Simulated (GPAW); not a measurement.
Consider CSO (R3m).

```xyz
3
Lattice="3.2940 1.9018 2.0235 -3.2940 1.9018 2.0235 0.0000 -3.8036 2.0235" Properties=species:S:1:pos:R:3 pbc="T T T"
S     0.0000    0.0000    3.2842
O     0.0000    0.0000    6.0189
C     0.0000    0.0000    4.8425
```

Absorber: atom 1, with 1 C at 1.56 Å (terminal, site symmetry 3m). Method: GPAW, LDA, full core hole (charged cell), 12-atom cell with 6.6 Å between holes, 5×5×5 k points, dipole transitions, Gaussian full width 0.9 eV up to 4 eV, rising linearly to 3.5 eV at 25 eV.

Q: Where do the maxima of the S K edge fall?

Main maxima up to 24 eV above the zero (height): 0.0 eV (4.22), 1.6 eV (5.63) and 7.4 eV (1.47). A K edge sees empty p states on the absorber. The total-energy difference plus the lowest empty eigenvalue puts the zero at 2475.18 eV. One term is added: -16.82 eV, since the hole is spin-paired here and a spin-polarised one costs that much less in the free atom (computed apart). The photon energy is then 2458.36 eV. The functional and the charged cell's background leave an error in such absolute values: in the free atom LDA prices this hole 9.1 eV below PBE (computed apart), and PBE is itself good to a few eV.

The S K spectrum (energy from the lowest empty level; intensity scaled to a mean of 1 over the first 20 eV; polarised curves are means over the symmetry-equivalent atoms):

```
E (eV)  isotropic  ε ⊥ c  ε ∥ c
 -2.00       0.00   0.00   0.00
 -1.25       0.02   0.03   0.00
 -0.50       1.70   2.56   0.00
  0.25       3.49   5.21   0.04
  1.00       1.92   0.23   5.30
  1.75       5.09   0.00  15.26
  2.50       0.38   0.02   1.09
  3.25       0.27   0.11   0.60
  4.00       0.23   0.17   0.35
  4.75       0.35   0.37   0.32
  5.50       0.44   0.39   0.55
  6.25       0.69   0.70   0.66
  7.00       1.31   1.53   0.89
  7.75       1.32   1.47   1.02
  8.50       0.79   0.70   0.96
  9.25       0.63   0.52   0.85
 10.00       0.70   0.54   1.03
 10.75       0.74   0.57   1.08
 11.50       0.71   0.62   0.87
 12.25       0.67   0.64   0.73
 13.00       0.67   0.65   0.72
 13.75       0.69   0.66   0.75
 14.50       0.72   0.70   0.75
 15.25       0.73   0.75   0.71
 16.00       0.76   0.79   0.69
 16.75       0.81   0.86   0.71
 17.50       0.88   0.95   0.73
 18.25       0.92   1.01   0.75
 19.00       0.96   1.02   0.84
 19.75       1.01   1.00   1.02
 20.50       1.09   1.02   1.24
 21.25       1.19   1.06   1.44
 22.00       1.28   1.11   1.63
 22.75       1.36   1.16   1.77
 23.50       1.42   1.20   1.86
 24.25       1.43   1.21   1.88
 25.00       1.40   1.19   1.83
 25.75       1.32   1.12   1.71
 26.50       1.19   1.01   1.55
 27.25       1.03   0.88   1.34
 28.00       0.89   0.76   1.13
 28.75       0.76   0.67   0.93
 29.50       0.66   0.61   0.77
 30.25       0.60   0.58   0.64
 31.00       0.57   0.58   0.55
 31.75       0.57   0.61   0.50
```

The mesh is coarse (0.24 Å⁻¹ between points), so small maxima may be mesh ripples. The structure is a computed Materials Project entry and may be a hypothetical form.

[Banner, clock and machine lines of the logs are left out without a mark of their own.]

[Logs are printed without paths, hosts, clocks, repeated set-up lines and the standing remarks that a program may print on its own settings, such as how far it seeks lower states.]

[Hosts, paths, dates, database ids (printed as entryN), source tags and the programs' standing remarks are cut or masked in the printed files.]

[Lists of maxima count a maximum above −3 eV only where it reaches 4 % of the highest in the window and stands out from its surroundings by 2 % of it (1.5 % where it reaches 55 %); shoulders and weaker maxima are passed over, and of the rest the first, up to two pre-edge ones and the few strongest are named.]
